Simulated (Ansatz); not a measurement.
# MgTiS3 (model cell, started as cubic perovskite with Ti in the octahedra): phonons and vibrational spectra, part 2 of 2

Aim: the phonons of MgTiS3 (model cell, started as cubic perovskite with Ti in the octahedra) at a cell relaxed beforehand at this level. After the zone centre comes a 4×4×4 q mesh on a 8×8×8 k mesh.

Ansatz 0.2.0; DFT PBE, scalar-relativistic, plane waves, PAW; PAW set soft_1.

So far. Step 2 (Zone-centre response): Before it was imposed, the acoustic sum rule was missed by 4.3e-5 eV/Å². Small misses are needed for a sound result but don't prove that mesh and cutoff are converged. The lowest optical mode is imaginary, 195.8i cm⁻¹, so the energy falls along it.

The structure was built from a prototype and need not be the compound's stable phase.

## 3. Phonons on a q mesh

Stability and thermal properties need the whole zone. Linear response on a 4×4×4 q mesh gives force constants as far as a supercell of that size would.

Input file input.yaml:

```yaml
crystal:
  lattice:
    - [4.7086208483, 0.0, 0.0]
    - [0.0, 4.7086208483, 0.0]
    - [0.0, 0.0, 4.7086208483]
  atoms:
    - { symbol: Mg, position: [0.0, 0.0, 0.0] }
    - { symbol: Ti, position: [0.5, 0.5, 0.5] }
    - { symbol: S, position: [0.5, 0.5, 0.0] }
    - { symbol: S, position: [0.5, 0.0, 0.5] }
    - { symbol: S, position: [0.0, 0.5, 0.5] }
kpoints:
  mp_grid: { grid: [8, 8, 8] }
hamiltonian:
  xc: pbe
  pseudopotentials: { kind: paw, azcp: { folder: soft_1 } }
scf:
  occupations: { method: methfessel_paxton, width: 0.2 }
output:
  eigenvalues: true
phonons:
  method: dfpt
  qmesh: [4, 4, 4]
  temperatures: { t_max: 1000, t_step: 50 }
  qpath:
    path:
      - [[0.0, 0.0, 0.0], [0.0, 0.5, 0.0], [0.5, 0.5, 0.0], [0.0, 0.0, 0.0], [0.5, 0.5, 0.5], [0.0, 0.5, 0.0]]
      - [[0.5, 0.5, 0.5], [0.5, 0.5, 0.0]]
    npoints: 10
```

Command:

```
$ ansatz run input.yaml --threads 4 --pin off --max-ram 16384MiB --backend cpu --events-out ev --progress --plain --runs-dir out
```

Numbers of over 12 decimals in the logs are rounded to 6 here.

The log of the run:

```text
[...]
Crystal: 5 atoms, lattice volume = 104.395 Å³
Basis set: ecut = 420 eV, 2007 PW (Γ), exchange–correlation on 64×64×64 points (8 copies of the dense FFT grid, shifted against one another)
Bands: 25, of which v1, the nominal top of the filled ones, is band 20 counted from 1 (19 counted from 0)
Symmetry: 48 space group operations
k-points: 35 of 512
[...]
SCF iter   1: F=—  HF=-7134.452456 eV  |F-HF|=—  |Δ(HF+E_count)|=         —  Δρ=5.89e-2  dr2=8.64e0  ethr=3.10e-3  ⟨swp⟩=7.0  Hψ=9901  notcnv=0
[...]
SCF iter  12: F=-7133.260035 eV  HF=-7133.260035 eV  |F-HF|=0.00e0  |Δ(HF+E_count)|=  3.91e-11  S|Δr|=    0.00e0  Δρ=5.34e-8  dr2=3.73e-12  ethr=1.00e-12  ⟨swp⟩=13.7  Hψ=6077  notcnv=0
SCF 1 converged in 12 iterations: F = -7133.260035 eV  dr2 = 3.73e-12
[...]
iter 1 solved again at ethr=9.35e-7 eV; its pass at ethr=3.10e-3 eV (dr2=3.74e-4 eV) is discarded
SCF iter   1: F=—  HF=-7133.260034 eV  |F-HF|=—  |Δ(HF+E_count)|=         —  Δρ=2.59e-6  dr2=1.14e-8  ethr=9.35e-7  ⟨swp⟩=3.2  Hψ=6645  notcnv=0
eigensolver tolerance schedule: the retry pair's looser diagonalisation over-reported the residual by 32868.76 of it (diagonalisation noise at an unbounded share of the residual, at the tolerance the schedule requests for it); recorded, not acted on — ethr = c·dr2/N_el stays at c = 1.0e-1
[...]
SCF iter   2: F=—  HF=-7133.260035 eV  |F-HF|=—  |Δ(HF+E_count)|=   1.67e-7  S|Δr|=    0.00e0  Δρ=1.17e-6  dr2=2.16e-9  ethr=2.84e-11  ⟨swp⟩=4.0  Hψ=2410  notcnv=0
[...]
SCF iter   7: F=-7133.260035 eV  HF=-7133.260035 eV  |F-HF|=0.00e0  |Δ(HF+E_count)|=  9.09e-12  S|Δr|=    0.00e0  Δρ=1.72e-8  dr2=6.32e-13  ethr=1.00e-12  ⟨swp⟩=2.0  Hψ=2236  notcnv=0
SCF 2 converged in 7 iterations: F = -7133.260035 eV  dr2 = 6.32e-13
phonons: the bands overlap, so this run is a metal and interpolates without the dipole-dipole term. If the crystal is really an insulator or semiconductor, its LO-TO splitting is missing
NSCF: frozen V_eff on 35 k-points
WARN: eigensolver did not converge (k=23): 1 band(s) unlocked after 2 eigensolves, warm-restarted (20 sweeps on the last) at ethr=1.33e-12 eV (storage-precision floor; scheduled 1.00e-12 eV) (lowest unlocked band 29, counted from 0; max residual 3.15e-4 eV among the unlocked bands, 3.15e-4 eV over every band; other slots of this pass that fall short are told together in one closing line; warning suppressed until the next SCF loop or pass starts)
WARN: eigensolver did not converge in 2 slots of this pass, the one above among them; of largest residual over every band (k=23): 1 band(s) unlocked (lowest unlocked band 29, counted from 0; max residual 3.15e-4 eV among the unlocked bands, 3.15e-4 eV over every band); of lowest unlocked band (k=23): band 29
[...]
DFPT response loops at q = (0, 0, 0) (fractional): preconditioner auto → Kerker (q_TF=auto, 2.325 Å⁻¹) (partly filled bands, converged f_vac=0.000); β = 1.00, the filter's whole step (`scf.mixing.beta` (0.50) is not read by the response loops under this deck's `scf.mixing.preconditioner`; to damp them name `kerker` or `kerker_dos`, under which they read `scf.mixing.beta`, and type it under 1.00, their step now; both keys bind the ground state too); Broyden in place of MSR1
[...]
SCF converged after 12 iterations
[...]
Free energy (F): -7133.260035 eV
[...]
Internal energy: -7133.255499 eV  (E = F + TS)
E sigma→0 (E₀):  -7133.258901 eV
Entropy (-TS):   -0.004536 eV (-0.907 meV/atom)
Fermi energy:    6.744362 eV
[...]
--- Band table (eV; the first three rows and the last of 35) ---
  k-point 0: bands = [... 16 lower, 5.4811, 6.2034, 6.2034, 6.2034, 6.2369, 6.6086, 6.6086, 6.6086, ... 6 higher]
  k-point 1: bands = [... 16 lower, 5.3711, 5.4446, 6.0339, 6.0339, 6.6173, 6.7226, 7.1285, 7.1285, ... 6 higher]
  k-point 2: bands = [... 16 lower, 4.5700, 5.1297, 6.0066, 6.0066, 6.6385, 7.4671, 7.8170, 7.8170, ... 6 higher]
  k-point 34: bands = [... 16 lower, 2.9053, 6.0356, 6.9574, 6.9574, 6.9574, 8.5181, 8.5181, 8.5181, ... 6 higher]
--- Phonons (Γ-DFPT): 4 representative perturbations + reference (Σ response iterations 12) ---
  ASR residual: 4.590e-5 → 0.000e0 eV/Å²; symmetrization residual: 4.708e-6 eV/Å²
  ASR residual per site (eV/Å²): 9.90e-6 1.44e-5 4.59e-5 4.59e-5 4.59e-5
[...]
--- Phonons (arbitrary-q DFPT): 10 irreducible q on the 4×4×4 mesh ---
  q = [0.0000, 0.0000, 0.0000] (star 1, of the zone-centre solve; hermiticity 7.89e-7, symmetrization 1.23e-13): -195.77 -195.77 -195.77 -183.46 -183.46 -183.46 -91.80 -91.80 -91.80 0.00 0.00 0.00 361.20 361.20 361.20
  q = [0.0000, 0.0000, 0.2500] (star 6, 9 solved perturbations in 1560 linear systems a pass and spin channel, the states on 200 of 512 k-point pairs; hermiticity 1.29e-6, symmetrization 4.69e-13): -184.36 -173.82 -173.82 -150.99 -148.32 -148.32 -85.25 -85.25 45.95 45.95 59.05 171.44 359.97 359.97 392.25
[...]
q = [0.0000, 0.2500, -0.5000] (star 12, 15 solved perturbations on 200 of 512 k-point pairs; hermiticity 1.24e-6, symmetrization 8.14e-8): -191.69 -165.13 -157.32 -150.22 -98.14 -60.07 -56.05 44.28 82.50 159.87 167.62 258.72 325.82 357.61 428.64
[...]
sum rule: each row above includes the acoustic sum rule's correction from the zone centre's row sums; it moved no ω² by more than (0.62 cm⁻¹)²
  mesh force constants: q→R imaginary residual 5.04e-19; ASR residual 4.590e-5 → 0.000e0 eV/Å²; symmetrization residual 1.599e-14 eV/Å²
  interpolated dispersion: 62 rows × 15 modes
  density of states and harmonic sums: on the 16×16×16 q-mesh, interpolated from the force constants of a 4×4×4 supercell (no non-analytic term)
  largest difference from the sums on the solved wave vectors: F 7.85e-2 eV, S 9.59e-5 and C_V 2.27e-5 eV/K
  zero-point energy: 0.114099 eV/cell   skipped modes (ω ≤ 0): 1121, of them read as no rigid motion or as one in doubt: 1118 (6.688e0 modes/cell left out, lowest -235.00 cm⁻¹)   left out of the sums: 4.46e-1 of the cell's modes: C_V's classical limit lies that fraction below 3 k_B per atom; for a crystal, a wire or a layer, F and S can be off by more, and a phonons.interpolated_qmesh denser along its periods is the remedy for the sampling
```

Elapsed: 16 min, on 4 threads of Arm Neoverse V1, shared host; peak memory 3.3 GiB.

Numbers from this step:

- sum-rule residual before enforcement: 4.59e-5 eV/Å²
- lowest frequency on the path: -235.0 cm⁻¹
- highest frequency on the path or at a solved wavevector: 461.6 cm⁻¹
- lowest mode on the q mesh (acoustic modes at Γ apart): -235 cm⁻¹

Frequencies (cm⁻¹) solved at each irreducible wavevector; negative means imaginary. Frequencies by wavevector, by row:

| q in reciprocal lattice units | star | mode 1 | mode 2 | mode 3 | mode 4 | mode 13 | mode 14 | mode 15 |
| --- | --- | --- | --- | --- | --- | --- | --- | --- |
| 0 0 0 | 1 | -195.8 | -195.8 | -195.8 | -183.5 | 361.2 | 361.2 | 361.2 |
| 0 0 0.25 | 6 | -184.4 | -173.8 | -173.8 | -151 | 360 | 360 | 392.2 |
| 0 0 -0.5 | 3 | -164.7 | -162.9 | -162.9 | -130.3 | 358 | 358 | 406.3 |
| 0 0.25 0.25 | 12 | -191.8 | -174.2 | -164.2 | -151.9 | 346.5 | 359.1 | 420.1 |
| 0 0.25 -0.5 | 12 | -191.7 | -165.1 | -157.3 | -150.2 | 325.8 | 357.6 | 428.6 |
| 0 -0.5 -0.5 | 3 | -235 | -168.1 | -168.1 | -137.1 | 257.7 | 356.7 | 437.1 |
| 0.25 0.25 0.25 | 8 | -185.6 | -181.8 | -181.8 | -144.9 | 338.3 | 338.3 | 444.5 |
| 0.25 0.25 -0.5 | 12 | -194.3 | -177.6 | -171.1 | -162 | 309.8 | 324.1 | 449.7 |
| 0.25 -0.5 -0.5 | 6 | -233.2 | -184.7 | -184.7 | -154.3 | 250.9 | 304 | 455.4 |
| -0.5 -0.5 -0.5 | 1 | -233 | -233 | -233 | -160.8 | 241.2 | 241.2 | 461.3 |

Interpolated from a 4×4×4 q mesh. The phonon branches at the labelled points (cm⁻¹):

| point | branch 1 | branch 2 | branch 3 | branch 4 | branch 12 | branch 13 | branch 14 | branch 15 |
| --- | --- | --- | --- | --- | --- | --- | --- | --- |
| Γ | -196 | -196 | -196 | -184 | 0 | 361 | 361 | 361 |
| halfway | -184 | -174 | -174 | -151 | 171 | 360 | 360 | 392 |
| X | -165 | -163 | -163 | -130 | 257 | 358 | 358 | 406 |
| halfway | -192 | -165 | -157 | -150 | 259 | 326 | 358 | 429 |
| M | -235 | -168 | -168 | -137 | 258 | 258 | 357 | 437 |
| halfway | -192 | -174 | -164 | -152 | 185 | 346 | 359 | 420 |
| Γ | -196 | -196 | -196 | -184 | 0 | 361 | 361 | 361 |
| halfway | -186 | -182 | -182 | -145 | 196 | 338 | 338 | 444 |
| R | -233 | -233 | -233 | -161 | 241 | 241 | 241 | 461 |
| halfway | -194 | -178 | -171 | -162 | 257 | 310 | 324 | 450 |
| X | -165 | -163 | -163 | -130 | 257 | 358 | 358 | 406 |
| jump to R | -233 | -233 | -233 | -161 | 241 | 241 | 241 | 461 |
| halfway | -233 | -185 | -185 | -154 | 251 | 251 | 304 | 455 |
| M | -235 | -168 | -168 | -137 | 258 | 258 | 357 | 437 |

Tetrahedra on a 16×16×16 mesh, mean over bins of 10 cm-1. Interpolated from a 4×4×4 q mesh. The phonon density of states by wavenumber; read off at these points:

| wavenumber (cm⁻¹) | phonon density of states (1/cm⁻¹/cell) |
| --- | --- |
| -235 | 0.00267 |
| -215 | 0.0134 |
| -195 | 0.0261 |
| -175 | 0.0861 |
| -165 | 0.100 |
| -155 | 0.0852 |
| -145 | 0.0610 |
| -125 | 0.0256 |
| -105 | 0.0166 |
| -85 | 0.0189 |
| -65 | 0.0174 |
| -45 | 0.00898 |
| -25 | 0.00643 |
| -5 | 0.00664 |
| 15 | 0.00943 |
| 25 | 0.0106 |
| 45 | 0.0144 |
| 65 | 0.0194 |
| 85 | 0.0224 |
| 105 | 0.0237 |
| 125 | 0.0268 |
| 145 | 0.0275 |
| 165 | 0.0308 |
| 175 | 0.0331 |
| 185 | 0.0261 |
| 205 | 0.0125 |
| 215 | 0.0138 |
| 235 | 0.0211 |
| 255 | 0.0335 |
| 275 | 0.00555 |
| 295 | 0.00697 |
| 315 | 0.0101 |
| 335 | 0.0178 |
| 355 | 0.0801 |
| 375 | 0.0013 |
| 385 | 0.00214 |
| 405 | 0.00757 |
| 425 | 0.0147 |
| 435 | 0.0227 |
| 445 | 0.0174 |
| 465 | 0.0036 |

The partial phonon density of states has structure finer than the step of the table below, so its rows give means over 25 cm⁻¹, whole bins alone (the curve runs from -242 to 485 cm⁻¹). Peaks (cm⁻¹: height): Mg -160.0: 0.0676; S -173.8: 0.0433, 155.8: 0.0246, 357.1: 0.0550, 439.5: 0.0195; Ti -59.3: 0.0157, 59.7: 0.0129, 119.1: 0.0097, 155.8: 0.0115, 201.5: 0.0148, 238.1: 0.0251, 251.9: 0.0247.

Phonopy on the run's constants, 13x13x13 mesh, Gaussian sigma 5.2 cm-1. Interpolated from a 4×4×4 q mesh. Partial phonon density of states against wavenumber; means over each step; values in 1/cm⁻¹/cell:

| wavenumber (cm⁻¹) | Mg | S | Ti |
| --- | --- | --- | --- |
| -225 | 5.1e-5 | 0.00978 | 5.6e-6 |
| -200 | 0.00185 | 0.0222 | 8.3e-5 |
| -175 | 0.0398 | 0.0388 | 6.2e-4 |
| -150 | 0.0490 | 0.0219 | 0.00137 |
| -125 | 0.00988 | 0.0160 | 0.00174 |
| -100 | 0.00301 | 0.00920 | 0.00427 |
| -75 | 0.00196 | 0.00884 | 0.00844 |
| -50 | 0.00124 | 0.00558 | 0.00824 |
| -25 | 6.7e-4 | 0.00243 | 7.5e-4 |
| 0 | 4.3e-4 | 0.00143 | 4.9e-4 |
| 25 | 0.00149 | 0.00598 | 0.00159 |
| 50 | 0.00198 | 0.0117 | 0.00707 |
| 75 | 0.00157 | 0.0118 | 0.00466 |
| 100 | 0.00193 | 0.0166 | 0.00625 |
| 125 | 0.00120 | 0.0175 | 0.00667 |
| 150 | 0.00137 | 0.0208 | 0.00808 |
| 175 | 8.8e-4 | 0.0205 | 0.00638 |
| 200 | 6.2e-4 | 0.00466 | 0.0111 |
| 225 | 4.1e-4 | 0.00269 | 0.0123 |
| 250 | 5.9e-4 | 0.00491 | 0.0206 |
| 275 | 3.7e-5 | 0.00564 | 0.00137 |
| 300 | 0 | 0.00737 | 9.8e-5 |
| 325 | 0 | 0.0131 | 4.4e-4 |
| 350 | 0 | 0.0382 | 0.00359 |
| 375 | 0 | 0.00644 | 7.7e-4 |
| 400 | 7.7e-6 | 0.00534 | 5.9e-4 |
| 425 | 2.7e-5 | 0.0143 | 0.00132 |
| 450 | 1.6e-5 | 0.0146 | 0.00101 |

Symmetry leaves 10 wavevectors to solve. The lowest mode among them, the acoustic zeros apart, lies at q = (0, -0.5, -0.5) and is imaginary, 235.0i cm⁻¹, so the energy falls along it.

## 4. What came out

```json
{"space group (within 0.01 Å)": "Pm-3m", "volume per atom": "20.9 Å³", "electronic character": "no gap on this mesh", "highest optical mode at the zone centre (no LO-TO term)": "361 cm⁻¹", "lowest optical zone-centre mode": "-196 cm⁻¹", "lowest mode on the q mesh (acoustic modes at Γ apart)": "-235 cm⁻¹", "highest frequency on the path or at a solved wavevector": "462 cm⁻¹", "imaginary modes on the 4×4×4 q mesh": "yes"}
```

**Reading.** Modes are clearly imaginary (beyond 10i cm⁻¹) at 10 of the 10 irreducible wavevectors, most at q = (0, -0.5, -0.5) (235.0i cm⁻¹), so this structure is not a minimum of the energy. The optical modes at Γ span -196 to 361 cm⁻¹ (negative means imaginary). The highest mode in this list at Γ, 361.2 cm⁻¹, is mostly motion of S (89 % of the kinetic energy). With no gap, or one that is small against the smearing, the frequencies hang on the k mesh and the smearing, most of all near Kohn anomalies. A phonon run warned that its eigensolver left some bands unconverged in a pass. The starting cell was built on a prototype and not taken from a measurement, so the phase need not exist. These are harmonic frequencies at zero temperature: anharmonic shifts, linewidths and thermal expansion are left out.

[Logs are printed without paths, hosts, clocks, repeated set-up lines and the standing remarks that a program may print on its own settings, such as how far it seeks lower states.]

[Hosts, paths, dates, database ids (printed as entryN), source tags and the programs' standing remarks are cut or masked in the printed files.]
